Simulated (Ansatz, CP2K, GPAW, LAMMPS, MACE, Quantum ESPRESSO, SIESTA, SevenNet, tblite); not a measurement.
# What went wrong? SIESTA on glassy 97GeO2-3Na2O (mol %) (93 atoms)

Program: SIESTA 5.4.2, a calculation on a cell of 30 Ge, 2 Na and 61 O, 15.5 Å³ an atom.

Input file input.fdf:

```
SystemLabel cell
NumberOfAtoms 93
NumberOfSpecies 3
%block ChemicalSpeciesLabel
  1 32 Ge
  2 11 Na
  3 8 O
%endblock ChemicalSpeciesLabel
LatticeConstant 1.0 Ang
%block LatticeVectors
  11.29216 0.00000 0.00000
  0.00000 11.29216 0.00000
  0.00000 0.00000 11.29216
%endblock LatticeVectors
PAO.BasisSize QZ3P
PAO.EnergyShift 0.01 Ry
XC.Functional GGA
XC.Authors PBE
MeshCutoff 500 Ry
%block kgrid_Monkhorst_Pack
  1 0 0 0.0
  0 1 0 0.0
  0 0 1 0.0
%endblock kgrid_Monkhorst_Pack
SolutionMethod diagon
OccupationFunction FD
ElectronicTemperature 580 K
SCF.Mixer.Method Pulay
SCF.Mixer.Weight 0.15
SCF.Mixer.History 8
SCF.Mix Hamiltonian
MaxSCFIterations 60
SCF.DM.Tolerance 1e-04
SCF.H.Tolerance 1.0e-3 eV
WriteForces T
Write.HirshfeldPop T
Write.VoronoiPop T
Write.DM F
Write.H F
XML.Write F
AtomicCoordinatesFormat Fractional
%block AtomicCoordinatesAndAtomicSpecies
  0.91449 0.27161 0.85139 1
  0.31421 0.77111 0.37747 1
  0.03272 0.02333 0.79074 1
  0.96620 0.75284 0.88575 1
  0.30684 0.13518 0.73918 1
  0.56838 0.54341 0.79818 1
  0.55162 0.63563 0.25226 1
  0.81606 0.83314 0.48359 1
  0.53940 0.42744 0.45779 1
  0.12998 0.18723 0.39020 1
[... 79 atom lines left out ...]
  0.68614 0.98873 0.83226 3
  0.99030 0.15881 0.32878 3
  0.28149 0.25768 0.95054 3
  0.23946 0.25634 0.30772 3
%endblock AtomicCoordinatesAndAtomicSpecies
```

Started as:

```console
$ OMP_NUM_THREADS=1 mpirun -np 2 siesta < input.fdf > output.txt
```

The log of the run:

```text
Version         : 5.4.2
reinit: System Name:
reinit: System Label: cell
initatom: Reading input for the pseudopotentials and atomic orbitals ----------
Species number:   1 Atomic number:   32 Label: Ge
Species number:   2 Atomic number:   11 Label: Na
Species number:   3 Atomic number:    8 Label: O
size_name: Incorrect basis-size option specified, active options are:
  SZ or MINIMAL
  SZP, SZSP, SZ1P, SZP1
  DZ
  DZP, DZSP, DZP1, DZ1P or STANDARD
  DZDP, DZP2, DZ2P
  TZ
  TZP, TZSP, TZP1, TZ1P
  TZDP, TZP2, TZ2P
  TZTP, TZP3, TZ3P
stopping program
stopping program
Stopping Program from Node:    0
Stopping Program from Node:    0
```

Elapsed: 0.51 s, on 2 MPI ranks of Arm Neoverse V2, shared host; peak memory 0.25 GiB; 0.96 s of CPU time.

Banners, paths, timers and routine set-up lines are dropped from the logs unmarked, and long logs keep their key lines alone; longer cuts are marked.

Q: Find the fault and mend it.

An unknown basis size: basis QZ3P. The sound run has basis DZP.

The program stopped at the start.

[Also dropped from logs without a mark: logging warnings of Python, and SIESTA's first energy breakdown and zero terms.]

[Logs are printed without paths, hosts, clocks, repeated set-up lines and the standing remarks that a program may print on its own settings, such as how far it seeks lower states.]

[Hosts, paths, dates, database ids (printed as entryN), source tags and the programs' standing remarks are cut or masked in the printed files.]
